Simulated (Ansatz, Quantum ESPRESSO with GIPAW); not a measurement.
# Solid-state NMR of CaO (Lime) by GIPAW

Wanted: NMR shieldings for each site of CaO (Lime).

Main program and level: Quantum ESPRESSO with GIPAW 8.0dev (patched build); DFT, PBE, plane-wave PAW (pslibrary 1.0.0 recipes), scalar-relativistic, GIPAW; a patched development version of the program.

### Step 1. Set-up

Symmetry: Fm-3m, No. 225, cubic system. Conventional cell: a = 4.813 Å, b = 4.813 Å, c = 4.813 Å, α = 90.00°, β = 90.00°, γ = 90.00°. Nearest to Ca lie 6 O at 2.41 Å. Nearest to O lie 6 Ca at 2.41 Å. Farther neighbours and most contacts between anions are not listed.

The cell is an entry of the Crystallography Open Database.

### Step 2. The SCF step

First the ground state. The response equations take the occupied wavefunctions as exact, so conv_thr is set much tighter than for an energy. No empty states are asked for: the response is solved without them. The mesh has a spacing of 0.38 Å⁻¹ at most. The PAW files were made with ld1.x from the pslibrary 1.0.0 recipes, with GIPAW reconstruction switched on.

Input file scf.in:

```
&control
  calculation = 'scf'
  prefix = 'x'
  outdir = './tmp/'
  pseudo_dir = './'
/
&system
  ibrav = 0
  nat = 2
  ntyp = 2
  ecutwfc = 55
  ecutrho = 330
  nbnd = 8
/
&electrons
  conv_thr = 1.0d-10
  mixing_beta = 0.7
  electron_maxstep = 100
/
ATOMIC_SPECIES
  Ca 40.078 Ca.pbe-spn-kjpaw_psl.1.0.0-gipaw.UPF
  O 15.999 O.pbe-n-kjpaw_psl.1.0.0-gipaw.UPF
CELL_PARAMETERS angstrom
  0.00000000 2.40650000 2.40650000
  2.40650000 0.00000000 2.40650000
  2.40650000 2.40650000 0.00000000
ATOMIC_POSITIONS crystal
  Ca 0.00000000 0.00000000 0.00000000
  O 0.50000000 0.50000000 0.50000000
K_POINTS automatic
  6 6 6 0 0 0
```

Launch:

```console
$ mpirun -np 4 pw.x -nk 4 -in scf.in > scf.out
```

What it wrote:

```text
using ibrav=0 with symmetry is DISCOURAGED, use correct ibrav instead

     bravais-lattice index     =            0
     lattice parameter (alat)  =       6.4313  a.u.
     unit-cell volume          =     188.0980 (a.u.)^3
     number of atoms/cell      =            2
     number of atomic types    =            2
     number of electrons       =        16.00
     number of Kohn-Sham states=            8
     kinetic-energy cutoff     =      55.0000  Ry
     charge density cutoff     =     330.0000  Ry
     scf convergence threshold =      1.0E-10
     mixing beta               =       0.7000
     number of iterations used =            8  plain     mixing
     Exchange-correlation= SLA-PW-PBX-PBC
                           (   1   4   3   4   0   0   0)
[...]
Ca               10.00    40.07800     Ca( 1.00)
     O                 6.00    15.99900     O ( 1.00)

     48 Sym. Ops., with inversion, found
[...]
number of k points=    16
[...]
Dense  grid:    19027 G-vectors     FFT dimensions: (  40,  40,  40)

     Smooth grid:    10417 G-vectors     FFT dimensions: (  32,  32,  32)

     Check: negative core charge=   -0.000004

     Initial potential from superposition of free atoms

     starting charge      15.9951, renormalised to      16.0000
     Starting wfcs are   12 randomized atomic wfcs

     Self-consistent Calculation

     iteration #  1     ecut=    55.00 Ry     beta= 0.70
     Davidson diagonalization with overlap
     ethr =  1.00E-02,  avg # of iterations =  1.0

     total energy              =    -174.90598931 Ry
     estimated scf accuracy    <       0.78274341 Ry

     iteration #  2     ecut=    55.00 Ry     beta= 0.70
     Davidson diagonalization with overlap
     ethr =  4.89E-03,  avg # of iterations =  8.4

     total energy              =    -175.15235626 Ry
     estimated scf accuracy    <       2.16199344 Ry

     iteration #  3     ecut=    55.00 Ry     beta= 0.70
     Davidson diagonalization with overlap
     ethr =  4.89E-03,  avg # of iterations =  4.7

     total energy              =    -175.20687009 Ry
     estimated scf accuracy    <       0.23316865 Ry

[...]
total energy              =    -175.47455788 Ry
[...]
iteration # 48     ecut=    55.00 Ry     beta= 0.70
     Davidson diagonalization with overlap
     ethr =  2.58E-12,  avg # of iterations =  1.4

     total energy              =    -175.47455788 Ry
     estimated scf accuracy    <          4.7E-10 Ry

     iteration # 49     ecut=    55.00 Ry     beta= 0.70
     Davidson diagonalization with overlap
     ethr =  2.58E-12,  avg # of iterations =  3.9

     End of self-consistent calculation
     [one-electron energies left out]

!    total energy              =    -175.47455788 Ry
     total all-electron energy =     -1511.592462 Ry
     estimated scf accuracy    <          1.3E-11 Ry

     The total energy is the sum of the following terms:
     one-electron contribution =     -24.08813818 Ry
     hartree contribution      =      20.91249089 Ry
     xc contribution           =     -19.79193217 Ry
     ewald contribution        =     -82.93439277 Ry
     one-center paw contrib.   =     -69.57258565 Ry

     convergence has been achieved in  49 iterations
[...]
JOB DONE.
```

It took 16 s on 4 MPI ranks of Intel Xeon Platinum 8259CL at 2.50GHz (Skylake/Cascade Lake), shared host; peak memory 0.4 GiB; 62 s of CPU time.

It converged in 49 cycles to an estimated accuracy of 1e-11 Ry, on 16 irreducible k-points.

### Step 3. GIPAW: job nmr

The job finds the current that a weak uniform field induces (applied as a long wave, q_gipaw) and the field that this current makes at each nucleus. On atoms with p or d valence electrons much of the paramagnetic part arises close to the nucleus, where the PAW partial waves rebuild the true states. pawproj makes the reconstruction use the PAW data sets' own projectors.

Input file nmr.in:

```
&inputgipaw
  job = 'nmr'
  prefix = 'x'
  tmp_dir = './tmp/'
  restart_mode = 'from_scratch'
  verbosity = 'low'
  q_gipaw = 0.01
  spline_ps = .true.
  conv_threshold = 1.0d-14
  use_nmr_macroscopic_shape = .false.
  pawproj(1) = .true.
  pawproj(2) = .true.
/
```

Launch:

```console
$ mpirun -np 4 gipaw.x -in nmr.in > nmr.out
```

What it wrote:

```text
[banner, memory and clock lines left out]
[a note of our patched build left out]

     Parallelizing q-star over 1 images

     IMPORTANT: XC functional enforced from input :
     Exchange-correlation= PBE
                           (   1   4   3   4   0   0   0)
     Any further DFT definition will be discarded
     Please, verify this is what you really want

     Check: negative core charge=   -0.000004
[...]
projs nearly linearly dependent: l=0  n1,n2= 1, 2  s=  0.99170024
[...]
alpha_pv=     75.3307 eV

     spline_ps is .false., expect some extrapolation errors

     q-space interpolation up to    66.00 Rydberg

     GIPAW job: nmr
     NMR macroscopic correction: no
[...]
Computing the magnetic susceptibility     isolve=0    ethr=  0.1000E-13
     Starting from scratch
     k-point #    1 of    16      pool #  1    cpu time:       1.2
[...]
End of magnetic susceptibility calculation

     f-sum rule (1st term):
           -16.0073         -0.0000          0.0000
            -0.0000        -16.0073          0.0000
             0.0000         -0.0000        -16.0073

     f-sum rule (2nd term):
            -0.4475          0.0000         -0.0000
             0.0000         -0.4475         -0.0000
            -0.0000         -0.0000         -0.4475

     f-sum rule (should be   -16.4522):
           -16.4548         -0.0000         -0.0000
            -0.0000        -16.4548         -0.0000
             0.0000         -0.0000        -16.4548

[... susceptibilities left out ...]
     Contributions to the NMR chemical shifts: -------------------------------

     Macroscopic shape contribution in ppm:                    0.00
             0.0000          0.0000          0.0000
             0.0000          0.0000          0.0000
             0.0000          0.0000          0.0000

     Core contribution in ppm:

     Atom  1  Ca  pos: (  0.000000  0.000000  0.000000)  core sigma:        1265.05
     Atom  2  O   pos: (  0.707107  0.707107  0.707107)  core sigma:         271.07

     Bare contribution in ppm:

     Atom  1  Ca  pos: (  0.000000  0.000000  0.000000)  bare sigma:          73.04
[...]
Atom  2  O   pos: (  0.707107  0.707107  0.707107)  bare sigma:         -49.66
[...]
Diamagnetic contribution in ppm:

     Atom  1  Ca  pos: (  0.000000  0.000000  0.000000)  dia sigma:          -4.12
[...]
Atom  2  O   pos: (  0.707107  0.707107  0.707107)  dia sigma:          17.16
[...]
Paramagnetic contribution in ppm:

     Atom  1  Ca  pos: (  0.000000  0.000000  0.000000)  para sigma:        -626.89
[...]
Atom  2  O   pos: (  0.707107  0.707107  0.707107)  para sigma:        -164.54
[...]
Paramagnetic US occ-occ contribution in ppm:

     Atom  1  Ca  pos: (  0.000000  0.000000  0.000000)  para_oo sigma:          -2.25
[...]
Atom  2  O   pos: (  0.707107  0.707107  0.707107)  para_oo sigma:           2.14
[...]
Paramagnetic US L_R Q_R contribution in ppm:

     Atom  1  Ca  pos: (  0.000000  0.000000  0.000000)  para_lq sigma:         261.26
[...]
Atom  2  O   pos: (  0.707107  0.707107  0.707107)  para_lq sigma:        -228.00
[...]
Total NMR chemical shifts in ppm: ---------------------------------------
     (adopting the Simpson convention for anisotropy and asymmetry)-----------

     Atom  1  Ca  pos: (  0.000000  0.000000  0.000000)  Total sigma:         966.10
           966.0985          0.0000          0.0000
             0.0000        966.0985         -0.0000
             0.0000         -0.0000        966.0985

     Ca      1    anisotropy:     -0.00    eta:    0.0000
[...]
Atom  2  O   pos: (  0.707107  0.707107  0.707107)  Total sigma:        -151.83
          -151.8291          0.0000          0.0000
            -0.0000       -151.8291          0.0000
             0.0000          0.0000       -151.8291

     O       2    anisotropy:     -0.00    eta:    0.0000
[...]
```

Run time: 25 s. Hardware: 4 MPI ranks; peak memory 0.25 GiB.

The f-sum rule is met to 0.0026 of 16.5 (0.02 %). Converged shieldings require that this miss be small, but a small miss does not prove them.

From the symmetric part of each tensor, with principal values σ11 ≤ σ22 ≤ σ33: σ_iso is their mean, the span is σ33 − σ11 and the skew 3(σ_iso − σ22)/span. (gipaw.x prints an anisotropy in another convention.)

| site | atom no. | atoms in cell | σ_iso (ppm) | span (ppm) | skew |
| --- | --- | --- | --- | --- | --- |
| Ca | 1 | 1 | 966 | 0 | - |
| O | 2 | 1 | -151.8 | 0.0 | - |

The macroscopic shape term is switched off. For a spherical sample the valence susceptibility of this run would add about 6 ppm to every site, a rough estimate, since the susceptibility converges slowly and lacks part of the PAW terms. Differences within the crystal don't depend on it, but shieldings of different compounds can't be compared to better than a few ppm without it.

Ca and O sit on cubic site symmetry, where the tensor must be isotropic.

The quadrupolar nuclei (17O and 43Ca) sit on sites where the field gradient vanishes by symmetry, so they have no quadrupolar coupling.

### Step 4. Sites, surroundings and shifts

Covalently bonded atoms count as neighbours within 1.18 times the sum of their radii. Otherwise a cation's neighbours lie within 1.2 times its shortest bond (1.3 for large cations, each anion's radius taken off where they differ), and an anion's are the cations that count it.

| site | atom no. | atoms in cell | surroundings | bonds (Å) | σ_iso (ppm) |
| --- | --- | --- | --- | --- | --- |
| Ca | 1 | 1 | CaO6 | 2.406 | 966 |
| O | 2 | 1 | bound to Ca6 | 2.406 | -151.8 |

### Step 5. Cost against result

Each row names what was changed: another mesh tests the sampling of the zone; another functional shows how far the paramagnetic term hangs on the exchange-correlation form; another cutoff tests the basis.

Changes of σ_iso (ppm) against the run above (PBE, cutoffs 55 and 330 Ry, mesh 6×6×6, 2.7 min). Times are CPU times of pw.x and gipaw.x together, on 4 MPI ranks of Intel Xeon Platinum 8259CL at 2.50GHz (Skylake/Cascade Lake), shared host; on a shared host they are rough. A run is marked as doubtful where the f-sum miss passes 0.015 electrons, or that much for each three atoms in larger cells (with Tl, Pb, Hg, Bi or Sn a third of that, or a mesh spacing over 0.26 Å⁻¹), or where the susceptibility is unphysically large.

| run | CPU time | f-sum miss | Ca | O |
| --- | --- | --- | --- | --- |
| mesh 8×8×8 | 4.3 min | 0 | +0.9 | +0.9 |
| LDA | 2.2 min | 0.0031 | -32.1 | -33.5 |
| cutoffs 40 and 330 Ry (coarse on purpose) | 2.1 min | 0.0068 | -12.3 | +1.0 |
| mesh 4×4×4 (marked) | 1.9 min | 0.044 | -10.8 | -4.8 |
| Wu-Cohen | 2.6 min | 0.0030 | -13.3 | -15.5 |
| cutoffs 70 and 420 Ry | 5.3 min | 0.0030 | +1.8 | +0.4 |

The largest move is -33.5 ppm, on O, from LDA.

### Step 6. Outcome

```yaml
17o_shielding_without_shape_term: -151.8 ppm
43ca_shielding_without_shape_term: 966 ppm
```

17O has one site (bound to Ca6), with isotropic shielding -151.8 ppm (shape term left out). A shift needs a reference, δ = σ_ref − σ, fixed on measured compounds; for 17O of this kind at this level too few were at hand, or they scattered too widely about a line, so none is given. Going to mesh 8×8×8 changes no isotropic shielding by more than 0.92 ppm, so the main run is converged in that respect. Going to cutoffs 70 and 420 Ry changes no isotropic shielding by more than 1.9 ppm, a first measure of the error left in that respect. The largest change with the functional is 33.5 ppm in absolute shielding; part of that drops out once each functional has its own reference line. Semilocal functionals place the empty 3d states of Ca too low, which is known to deshield neighbouring O too much. This build of gipaw.x prints that it is not audited and that its numbers are no references by themselves. It also reports spline_ps as false although the input sets it; why was not traced. pw.x warned of eigenvalues not converged in some cycles of 1 ground-state run, which then met the threshold.

[Banner, clock, file and message-heading lines were taken out of the pw.x and gipaw.x logs.]

[Logs are printed without paths, hosts, clocks, repeated set-up lines and the standing remarks that a program may print on its own settings, such as how far it seeks lower states.]

[Hosts, paths, dates, database ids (printed as entryN), source tags and the programs' standing remarks are cut or masked in the printed files.]

[Where no reference line passes its bar on scatter, no shift is given, so a measured shift of this compound may stand uncompared.]
